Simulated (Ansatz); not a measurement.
# A hypothetical structure for MgSn2B2

Starting from a made-up structure for MgSn2B2, the aim is the relaxed cell, its shortest contacts and, where a second run follows, its electronic structure.

Program: Ansatz 0.2.0. Level of theory: DFT, PBEsol, plane-wave PAW, files of the set soft_1, scalar-relativistic, no spin, cell and ions relaxed at zero pressure; PAW set soft_1, in the first sound run; inputs show where later runs differ. Results are calculated unless marked as measured.

### 1. Set-up

The structure is monoclinic, space group C2/m (No. 12). The conventional cell has a = 5.730 Å, b = 3.323 Å, c = 7.466 Å, α = 90.00°, β = 91.51°, γ = 90.00°. Nearest to Sn lie 3 B at 2.06 to 2.07 Å. Nearest to Mg lie 6 B at 2.57 to 2.59 Å. Nearest to B lie 3 Sn at 2.06 to 2.07 Å and 3 Mg at 2.57 to 2.59 Å. Farther neighbours are not listed.

### 2. Relaxation of the guess

The guessed cell has no reason to be at equilibrium. It is relaxed with the atoms, within the space group of the guess.

Contents of input.yaml:

```yaml
crystal:
  lattice:
    - [2.865, -1.6615, 0.0]
    - [2.865, 1.6615, 0.0]
    - [-0.196739709, 0.0, 7.463407364]
  atoms:
    - { symbol: Sn, position: [0.6758, 0.6758, 0.8359] }
    - { symbol: Sn, position: [0.3242, 0.3242, 0.1641] }
    - { symbol: Mg, position: [0.0, 0.0, 0.5] }
    - { symbol: B, position: [0.6612, 0.6612, 0.2673] }
    - { symbol: B, position: [0.3388, 0.3388, 0.7327] }
kpoints:
  mp_grid: { grid: [9, 9, 4] }
scf:
  occupations: { method: fermi_dirac, width: 0.05 }
hamiltonian:
  xc: pbesol
  pseudopotentials: { kind: paw, azcp: { folder: soft_1 }, xc_functional: pbe }
relax:
  f_tol: 0.015
  max_steps: 70
  cell: {}
output:
  forces: true
  stress: true
```

Command:

```
> ansatz run input.yaml --threads 4 --pin off --max-ram 8192MiB --backend cpu --events-out ev --progress --plain --runs-dir out
```

Numbers of over 12 decimals in the logs are rounded to 6 here.

Log:

```text
Engine: ansatz 0.2.0, x86_64-unknown-linux-gnu
Pseudopotentials: kind: paw
Pseudopotential: Sn, paw, valence charge 14, recommended cutoff 420 eV (normal), soft_1/Sn.paw.azcp
Pseudopotential: Mg, paw, valence charge 10, recommended cutoff 420 eV (normal), soft_1/Mg.paw.azcp
Pseudopotential: B, paw, valence charge 3, recommended cutoff 420 eV (normal), soft_1/B.paw.azcp
Functional definition: PBEsol
  exchange = pbesol_x
  correlation = pbesol_c
Crystal: 5 atoms, lattice volume = 71.055 Å³
Basis set: ecut = 420 eV, 1411 PW (Γ), exchange–correlation on 48×48×100 points (8 copies of the dense FFT grid, shifted against one another)
Bands: 27, of which v1, the nominal top of the filled ones, is band 22 counted from 1 (21 counted from 0)
Symmetry: 4 space group operations
Space group: C2/m (ITA 12), of the structure as read, at distance tolerance 4.1e-5 Å
k-points: 95 of 324
Non-local potential: Sn, projectors of the file, l = 0: 2, l = 1: 2, l = 2: 2, l = 3: 1
Non-local potential: Mg, projectors of the file, l = 0: 3, l = 1: 2, l = 2: 1
Non-local potential: B, projectors of the file, l = 0: 2, l = 1: 2, l = 2: 1
PAW form: soft (Blöchl's): semilocal exchange-correlation on the pseudo side does not see the compensation charge
PAW frozen core: Sn, regenerated for the run's functional, and the local potential with it (the file was generated under x = pbe(κ = 0.804, μ = 0.219515), c = pbe(β = 0.066725))
PAW frozen core: Mg, regenerated for the run's functional, and the local potential with it (the file was generated under x = pbe(κ = 0.804, μ = 0.219515), c = pbe(β = 0.066725))
PAW frozen core: B, regenerated for the run's functional, and the local potential with it (the file was generated under x = pbe(κ = 0.804, μ = 0.219515), c = pbe(β = 0.066725))
PAW one-centre angular grid: Sn, 590 points (default); XC on 64 Gauss nodes
PAW one-centre angular grid: Mg, 110 points (default); XC on 64 Gauss nodes
PAW one-centre angular grid: B, 110 points (default); XC on 64 Gauss nodes
Initial density: superposition of atomic densities (chi_scale 0.1, normalization cell, long waves kept (reshape's long-wave potential 0.26 eV rms))
Initial wavefunctions: pseudopotential atomic-orbital guess
Functional: x = pbesol(κ = 0.804, μ = 0.123457), c = pbesol(β = 0.046)
SCF iter   1: F=—  HF=-14116.385227 eV  |F-HF|=—  |Δ(HF+E_count)|=         —  Δρ=1.01e-1  dr2=2.19e1  ethr=3.10e-3  ⟨swp⟩=7.0  Hψ=13428  notcnv=0
preconditioner: auto → Kerker (q_TF=auto, 2.519 Å⁻¹)  [metal: Δε(μ)=0.040 eV  Ē_g=16.695 eV  σ=0.050 eV  W_gap=0.20  n_scr=22 (ndim 8)  ℏωp=26.4 eV  f_vac=0.000  D(μ)=0.99/eV (n_scr^D=2)]
SCF iter   2: F=—  HF=-14112.949710 eV  |F-HF|=—  |Δ(HF+E_count)|=    3.44e0  Δρ=4.27e-2  dr2=5.24e0  ethr=3.10e-3  ⟨swp⟩=3.6  Hψ=5880  notcnv=0  defer=13
SCF iter   3: F=—  HF=-14112.084965 eV  |F-HF|=—  |Δ(HF+E_count)|=   8.65e-1  Δρ=1.00e-2  dr2=3.31e-1  ethr=3.10e-3  ⟨swp⟩=3.4  Hψ=4320  notcnv=0  defer=13
SCF iter   4: F=—  HF=-14112.037280 eV  |F-HF|=—  |Δ(HF+E_count)|=   4.77e-2  Δρ=2.81e-3  dr2=2.21e-2  ethr=7.52e-4  ⟨swp⟩=2.7  Hψ=3796  notcnv=0  defer=10
SCF iter   5: F=—  HF=-14112.032793 eV  |F-HF|=—  |Δ(HF+E_count)|=   4.49e-3  Δρ=1.06e-3  dr2=2.42e-3  ethr=5.03e-5  ⟨swp⟩=2.2  Hψ=3509  notcnv=0  defer=10
SCF iter   6: F=—  HF=-14112.032383 eV  |F-HF|=—  |Δ(HF+E_count)|=   4.10e-4  Δρ=2.96e-4  dr2=5.32e-5  ethr=5.50e-6  ⟨swp⟩=2.0  Hψ=2929  notcnv=0  defer=10
SCF iter   7: F=—  HF=-14112.032402 eV  |F-HF|=—  |Δ(HF+E_count)|=   1.90e-5  Δρ=1.04e-4  dr2=8.79e-6  ethr=1.21e-7  ⟨swp⟩=2.0  Hψ=4278  notcnv=0  defer=10
SCF iter   8: F=—  HF=-14112.032400 eV  |F-HF|=—  |Δ(HF+E_count)|=   2.20e-6  Δρ=2.69e-5  dr2=4.89e-7  ethr=2.00e-8  ⟨swp⟩=2.2  Hψ=4166  notcnv=0  defer=10
SCF iter   9: F=-14112.032400 eV  HF=-14112.032400 eV  |F-HF|=3.11e-8  |Δ(HF+E_count)|=   1.38e-7  Δρ=8.37e-6  dr2=4.86e-8  ethr=2.27e-10  ⟨swp⟩=5.0  Hψ=9404  notcnv=0
SCF 1 converged in 9 iterations: F = -14112.032400 eV  dr2 = 4.86e-8
  greatest PAW one-centre occupation: 1.000 electrons in one spin orbital (limit 2), on the Mg atom at site 2 (counted from 0), in its partial waves of l = 0
relax step   1: F+E_penalty+E_count = -14112.03239995 eV  Δ(F+E_penalty+E_count) = +0.000e0 eV  max|allowed force component| = 2.101e0 eV/Å  Δτ_max = 0.0000 Å  P = +35.042 GPa  Ω = 71.055 Å³  (9 SCF iters, dr2 threshold 1.00e-7 eV, accepted)
Crystal: 5 atoms, lattice volume = 78.671 Å³
Basis set: ecut = 420 eV, 1519 PW (Γ), exchange–correlation on 48×48×100 points (8 copies of the dense FFT grid, shifted against one another)
Initial density: handed on by an earlier stage of this run
Initial wavefunctions: those handed on with the density
iter 1 solved again at ethr=1.03e-3 eV; its pass at ethr=3.10e-3 eV (dr2=4.53e-1 eV) is discarded
SCF iter   1: F=—  HF=-14113.741733 eV  |F-HF|=—  |Δ(HF+E_count)|=         —  Δρ=1.61e-2  dr2=4.55e-1  ethr=1.03e-3  ⟨swp⟩=1.0  Hψ=16761  notcnv=0
preconditioner: auto → Kerker (q_TF=auto, 2.476 Å⁻¹)  [metal: Δε(μ)=0.009 eV  Ē_g=17.412 eV  σ=0.050 eV  W_gap=0.05  n_scr=22 (ndim 8)  ℏωp=25.1 eV  f_vac=0.000  D(μ)=1.49/eV (n_scr^D=4)]
SCF iter   2: F=—  HF=-14113.650802 eV  |F-HF|=—  |Δ(HF+E_count)|=   9.09e-2  Δρ=7.44e-3  dr2=9.68e-2  ethr=1.03e-3  ⟨swp⟩=2.1  Hψ=3093  notcnv=0
SCF iter   3: F=—  HF=-14113.627953 eV  |F-HF|=—  |Δ(HF+E_count)|=   2.28e-2  Δρ=1.26e-3  dr2=1.51e-3  ethr=2.20e-4  ⟨swp⟩=2.3  Hψ=3736  notcnv=0
SCF iter   4: F=—  HF=-14113.627940 eV  |F-HF|=—  |Δ(HF+E_count)|=   1.38e-5  Δρ=3.73e-4  dr2=3.45e-4  ethr=3.43e-6  ⟨swp⟩=2.1  Hψ=3399  notcnv=0
SCF iter   5: F=—  HF=-14113.627944 eV  |F-HF|=—  |Δ(HF+E_count)|=   4.46e-6  Δρ=1.34e-4  dr2=5.96e-5  ethr=7.83e-7  ⟨swp⟩=2.3  Hψ=4152  notcnv=0
SCF iter   6: F=—  HF=-14113.627937 eV  |F-HF|=—  |Δ(HF+E_count)|=   6.71e-6  Δρ=4.47e-5  dr2=2.76e-6  ethr=1.36e-7  ⟨swp⟩=2.0  Hψ=2868  notcnv=0
SCF iter   7: F=-14113.627937 eV  HF=-14113.627937 eV  |F-HF|=4.91e-8  |Δ(HF+E_count)|=   5.75e-7  Δρ=1.12e-5  dr2=9.27e-8  ethr=1.14e-9  ⟨swp⟩=5.0  Hψ=9594  notcnv=0
SCF 2 converged in 7 iterations: F = -14113.627937 eV  dr2 = 9.27e-8
relax step   2: F+E_penalty+E_count = -14113.62793685 eV  Δ(F+E_penalty+E_count) = -1.596e0 eV  max|allowed force component| = 7.744e-1 eV/Å  Δτ_max = 0.0480 Å  P = +14.652 GPa  Ω = 78.671 Å³  energy of the carried Pulay correction = -2.219e-3 eV  (7 SCF iters, dr2 threshold 5.00e-7 eV, accepted)
Crystal: 5 atoms, lattice volume = 83.466 Å³
Basis set: ecut = 420 eV, 1617 PW (Γ), exchange–correlation on 48×48×100 points (8 copies of the dense FFT grid, shifted against one another)
[...]
[... from here on, the SCF cycles and remarks between the steps are left out ...]
relax step   4: F+E_penalty+E_count = -14114.45442592 eV  Δ(F+E_penalty+E_count) = -1.245e-1 eV  max|allowed force component| = 3.128e-1 eV/Å  Δτ_max = 0.0638 Å  P = -0.325 GPa  Ω = 85.991 Å³  energy of the carried Pulay correction = -4.150e-3 eV  (7 SCF iters, dr2 threshold 5.00e-7 eV, accepted)
relax step   5: F+E_penalty+E_count = -14114.47376834 eV  Δ(F+E_penalty+E_count) = -1.934e-2 eV  max|allowed force component| = 1.745e-1 eV/Å  Δτ_max = 0.0867 Å  P = -0.283 GPa  Ω = 85.507 Å³  energy of the carried Pulay correction = -4.028e-3 eV  (7 SCF iters, dr2 threshold 5.00e-7 eV, accepted)
relax step   6: F+E_penalty+E_count = -14114.49163609 eV  Δ(F+E_penalty+E_count) = -1.787e-2 eV  max|allowed force component| = 1.621e-1 eV/Å  Δτ_max = 0.0584 Å  P = -0.017 GPa  Ω = 84.642 Å³  energy of the carried Pulay correction = -3.808e-3 eV  (6 SCF iters, dr2 threshold 5.00e-7 eV, accepted)
relax step   7: F+E_penalty+E_count = -14114.45083193 eV  Δ(F+E_penalty+E_count) = +4.080e-2 eV  max|allowed force component| = 3.473e-1 eV/Å  Δτ_max = 0.1698 Å  P = +1.201 GPa  Ω = 82.755 Å³  energy of the carried Pulay correction = -3.319e-3 eV  (7 SCF iters, dr2 threshold 5.00e-7 eV, rejected (line search))
relax step   8: F+E_penalty+E_count = -14114.50372288 eV  Δ(F+E_penalty+E_count) = -1.209e-2 eV  max|allowed force component| = 5.273e-2 eV/Å  Δτ_max = 0.0706 Å  P = -0.549 GPa  Ω = 85.285 Å³  energy of the carried Pulay correction = -3.972e-3 eV  (11 SCF iters, accepted)
relax step   9: F+E_penalty+E_count = -14114.50806965 eV  Δ(F+E_penalty+E_count) = -4.347e-3 eV  max|allowed force component| = 2.810e-2 eV/Å  Δτ_max = 0.0379 Å  P = -0.069 GPa  Ω = 84.639 Å³  energy of the carried Pulay correction = -3.807e-3 eV  (6 SCF iters, dr2 threshold 5.00e-7 eV, accepted)
relax step  10: F+E_penalty+E_count = -14114.50820746 eV  Δ(F+E_penalty+E_count) = -1.378e-4 eV  max|allowed force component| = 1.966e-2 eV/Å  Δτ_max = 0.0052 Å  P = +0.038 GPa  Ω = 84.557 Å³  energy of the carried Pulay correction = -3.786e-3 eV  (5 SCF iters, dr2 threshold 7.28e-8 eV, accepted)
relax step  11: F+E_penalty+E_count = -14114.50827531 eV  Δ(F+E_penalty+E_count) = -6.786e-5 eV  max|allowed force component| = 1.468e-3 eV/Å  Δτ_max = 0.0027 Å  P = -0.003 GPa  Ω = 84.599 Å³  energy of the carried Pulay correction = -3.797e-3 eV  (5 SCF iters, dr2 threshold 3.20e-8 eV, accepted)
relax step  12: F+E_penalty+E_count = -14114.53392313 eV  Δ(F+E_penalty+E_count) = -2.565e-2 eV  max|allowed force component| = 4.357e-3 eV/Å  Δτ_max = 0.0000 Å  P = +0.361 GPa  Ω = 84.599 Å³  stress off target by 5.50e-1 GPa  SCF on the basis re-selected at this cell (its energy is not comparable with the rows above)  (7 SCF iters)
relax step  13: F+E_penalty+E_count = -14114.53454476 eV  Δ(F+E_penalty+E_count) = -6.216e-4 eV  max|allowed force component| = 2.779e-3 eV/Å  Δτ_max = 0.0052 Å  P = +0.070 GPa  Ω = 84.820 Å³  energy of the carried Pulay correction = -5.197e-5 eV  (5 SCF iters, dr2 threshold 5.00e-7 eV, accepted)
relax step  14: F+E_penalty+E_count = -14114.53459204 eV  Δ(F+E_penalty+E_count) = -4.728e-5 eV  max|allowed force component| = 2.308e-3 eV/Å  Δτ_max = 0.0010 Å  P = -0.004 GPa  Ω = 84.847 Å³  energy of the carried Pulay correction = -5.850e-5 eV  (5 SCF iters, dr2 threshold 3.82e-8 eV, accepted)
iter 1 solved again at ethr=4.10e-7 eV; its pass at ethr=3.10e-3 eV (dr2=1.80e-4 eV) is discarded
SCF iter   1: F=—  HF=-14114.534666 eV  |F-HF|=—  |Δ(HF+E_count)|=         —  Δρ=6.71e-5  dr2=8.75e-8  ethr=4.10e-7  ⟨swp⟩=3.0  Hψ=19152  notcnv=0
eigensolver tolerance schedule: the retry pair's looser diagonalisation over-reported the residual by 2060.03 of it (diagonalisation noise at 0.37 of the residual, at the tolerance the schedule requests for it); recorded, not acted on — ethr = c·dr2/N_el stays at c = 1.0e-1
preconditioner: auto → Kerker (q_TF=auto, 2.445 Å⁻¹)  [metal: Δε(μ)=0.019 eV  Ē_g=16.981 eV  σ=0.050 eV  W_gap=0.09  n_scr=22 (ndim 8)  ℏωp=24.2 eV  f_vac=0.000  D(μ)=1.19/eV (n_scr^D=2)]
SCF iter   2: F=—  HF=-14114.534651 eV  |F-HF|=—  |Δ(HF+E_count)|=   1.51e-5  Δρ=3.40e-5  dr2=2.52e-8  ethr=1.99e-10  ⟨swp⟩=3.4  Hψ=6294  notcnv=0
SCF iter   3: F=—  HF=-14114.534652 eV  |F-HF|=—  |Δ(HF+E_count)|=   1.21e-6  Δρ=2.79e-6  dr2=1.63e-9  ethr=5.72e-11  ⟨swp⟩=2.9  Hψ=4717  notcnv=0
SCF iter   4: F=—  HF=-14114.534652 eV  |F-HF|=—  |Δ(HF+E_count)|=   5.88e-9  Δρ=5.59e-7  dr2=3.72e-10  ethr=3.70e-12  ⟨swp⟩=2.1  Hψ=4001  notcnv=0
SCF iter   5: F=—  HF=-14114.534652 eV  |F-HF|=—  |Δ(HF+E_count)|=  1.82e-12  Δρ=1.97e-7  dr2=5.23e-11  ethr=1.00e-12  ⟨swp⟩=2.0  Hψ=4653  notcnv=0
SCF iter   6: F=-14114.534652 eV  HF=-14114.534652 eV  |F-HF|=7.28e-12  |Δ(HF+E_count)|=  1.46e-11  Δρ=6.82e-8  dr2=3.74e-12  ethr=1.00e-12  ⟨swp⟩=4.6  Hψ=8604  notcnv=0
SCF 15 converged in 6 iterations: F = -14114.534652 eV  dr2 = 3.74e-12
relax step  15: F+E_penalty+E_count = -14114.53465184 eV  Δ(F+E_penalty+E_count) = -5.980e-5 eV  max|allowed force component| = 2.310e-3 eV/Å  Δτ_max = 0.0000 Å  P = -0.005 GPa  Ω = 84.847 Å³  stress off target by 2.09e-2 GPa  SCF on the basis re-selected at this cell (its energy is not comparable with the rows above)  (6 SCF iters)
basis re-selected at this cell: Δ(F+E_penalty+E_count) = -5.980e-5 eV, ΔP = -0.000 GPa vs the last step (what re-selecting the basis moved, of the pressure what is left beyond the Pulay correction that the steps carried, after the strain that the cell walked since its last selection, with what the two solves' SCF thresholds leave and, on support functions, any second-order correction that the steps lacked; it is no m [...]
SCF converged after 6 iterations
Free energy (F): -14114.534652 eV
Harris-Foulkes:  -14114.534652 eV  (|F-HF|=7.28e-12)
Internal energy: -14114.525027 eV  (E = F + TS)
E sigma→0 (E₀):  -14114.529839 eV
Entropy (-TS):   -0.009625 eV (-1.925 meV/atom)
Fermi energy:    10.524141 eV
--- Per-component energies (eV) ---
  E_band       = -465.654418
  E_kinetic    = 500.862169
  E_local      = -3696.091397  (includes V_loc(G=0)·N_el)
  E_nonlocal   = 507.444379
  E_hartree    = 1595.729065
  E_xc         = -339.522850
  E_vxc        = -270.372981  (∫ρ·V_xc dr)
  E_paw        = -9034.363740  (= ΣΔE_a)
  E_vpaw       = -698.955095  (= ΣTr[D̂ρ^β])
  E_aug_tail   = 0.000442  (compensation charges beyond the density's cutoff)
  E_ewald      = -3649.241058
  E_core_change = 0.657963  (= ΣΔE_core)
  E_smearing   = -0.009625  (= −TS)
  E_closure    = -0.000000  (closes the sum)
  Σ components = -14114.534652   (vs F -14114.534652, Δ=0.00e0)
--- Forces (eV/Å), atoms counted from 1 ---
  atom   1  Sn    -0.00188420     0.00000000     0.00231044
  atom   2  Sn     0.00188420    -0.00000000    -0.00231044
  atom   3  Mg     0.00000000     0.00000000    -0.00000000
  atom   4  B     -0.00104052     0.00000000    -0.00009420
  atom   5  B      0.00104052    -0.00000000     0.00009420
  max |Σ_I F_I| component: 0.00e0 eV/Å
--- Stress (GPa, compression-positive) ---
        0.003021       0.000000       0.016040
        0.000000      -0.020861      -0.000000
        0.016040      -0.000000       0.004327
  P = ⅓ Tr σ = -0.0045 GPa (-0.045 kbar)
--- Relaxed structure (13 steps of the walk, 12 accepted, 2 SCFs on fresh bases) ---
  F+E_penalty+E_count = -14114.53465184 eV   max|allowed force component| = 2.310e-3 eV/Å   (the final SCF, on the basis selected at the relaxed cell)
  cell:  # Å, volume = 84.8469 Å³
    - [3.288240, -1.901484, 0.040162]
    - [3.288240, 1.901484, 0.040162]
    - [-0.121180, 0.0, 6.783516]
  atoms:
    - { symbol: Sn, position: [0.667642, 0.667642, 0.823469] }
    - { symbol: Sn, position: [0.332358, 0.332358, 0.176531] }
    - { symbol: Mg, position: [0.0, 0.0, 0.5] }
    - { symbol: B, position: [0.666372, 0.666372, 0.259755] }
    - { symbol: B, position: [0.333628, 0.333628, 0.740245] }
```

Wall time 28 s (4 threads of Intel Xeon Platinum 8375C at 2.90GHz (Ice Lake), shared host); peak memory 0.56 GiB.

Step by step:

```csv
step,energy less that of the first step (eV),largest force component (eV/Å),pressure (GPa),volume (Å³)
1,0.0000,2.1006,35.04,71.05
2,-1.5955,0.7744,14.65,78.67
3,-2.2975,0.1401,4.54,83.47
4,-2.4220,0.3128,-0.33,85.99
5,-2.4414,0.1745,-0.28,85.51
6,-2.4592,0.1621,-0.02,84.64
7,-2.4184,0.3473,1.20,82.75
8,-2.4713,0.0527,-0.55,85.29
9,-2.4757,0.0281,-0.07,84.64
10,-2.4758,0.0197,0.04,84.56
11,-2.4759,0.0015,0.00,84.60
12*,-2.5015,0.0044,0.36,84.60
13,-2.5021,0.0028,0.07,84.82
14,-2.5022,0.0023,0.00,84.85
15*,-2.5023,0.0023,0.00,84.85
```

Relaxation steps marked * repeat the geometry before them on a plane-wave basis chosen anew for their cell, so energy and pressure can jump there. Relaxation step 7 was tried and not accepted.

The run keeps the 4 symmetry operations that it works with, so distortions that break them were not tested.

```
     cell as run  before  after   change
           a (Å)   3.312  3.799  +14.7 %
           b (Å)   3.312  3.799  +14.7 %
           c (Å)   7.466  6.785   -9.1 %
           α (°)   91.31  90.28   -1.1 %
           β (°)   91.31  90.28   -1.1 %
           γ (°)   60.22  60.08   -0.2 %
volume (Å³/atom)   14.21  16.97  +19.4 %
```

The atoms that moved most (Å, as changes of fractional coordinates times the final cell):

```csv
atom,dx,dy,dz,length
Sn2,0.052,0.000,0.085,0.100
Sn1,-0.052,0.000,-0.085,0.100
B5,-0.035,0.000,0.051,0.062
B4,0.035,0.000,-0.051,0.062
```

The relaxed structure:

```xyz
5
Lattice="3.2882 -1.9015 0.0402 3.2882 1.9015 0.0402 -0.1212 0.0000 6.7835" Properties=species:S:1:pos:R:3 pbc="T T T"
Sn    4.2909    0.0000    5.6396
Sn    2.1644    0.0000    1.2242
Mg   -0.0606    0.0000    3.3918
B     4.3509    0.0000    1.8156
B     2.1044    0.0000    5.0483
```

This step gave:

| Quantity | Value |
| --- | --- |
| free energy | -14114.5347 eV |
| energy at zero smearing | -14114.5298 eV |
| smearing term TS | 0.009625 eV |
| Fermi energy | 10.52 eV |
| electrons | 44 |
| symmetry operations | 4 |
| pressure | -0.004504 GPa |

The shortest distance of each pair, which need not be the same contact before and after:

| pair | guess (Å) | relaxed (Å) |
| --- | --- | --- |
| B–Sn | 2.060 | 2.265 |
| B–Mg | 2.571 | 2.726 |
| Mg–Sn | 3.151 | 3.102 |
| Sn–Sn | 3.062 | 3.240 |
| Mg–Mg | 3.312 | 3.799 |

The relaxation ends with a largest force component of 0.0023 eV/Å and a pressure of 0.00 GPa.

[end of part 1 of 2]

[Logs are printed without paths, hosts, clocks, repeated set-up lines and the standing remarks that a program may print on its own settings, such as how far it seeks lower states.]

[Hosts, paths, dates, database ids (printed as entryN), source tags and the programs' standing remarks are cut or masked in the printed files.]
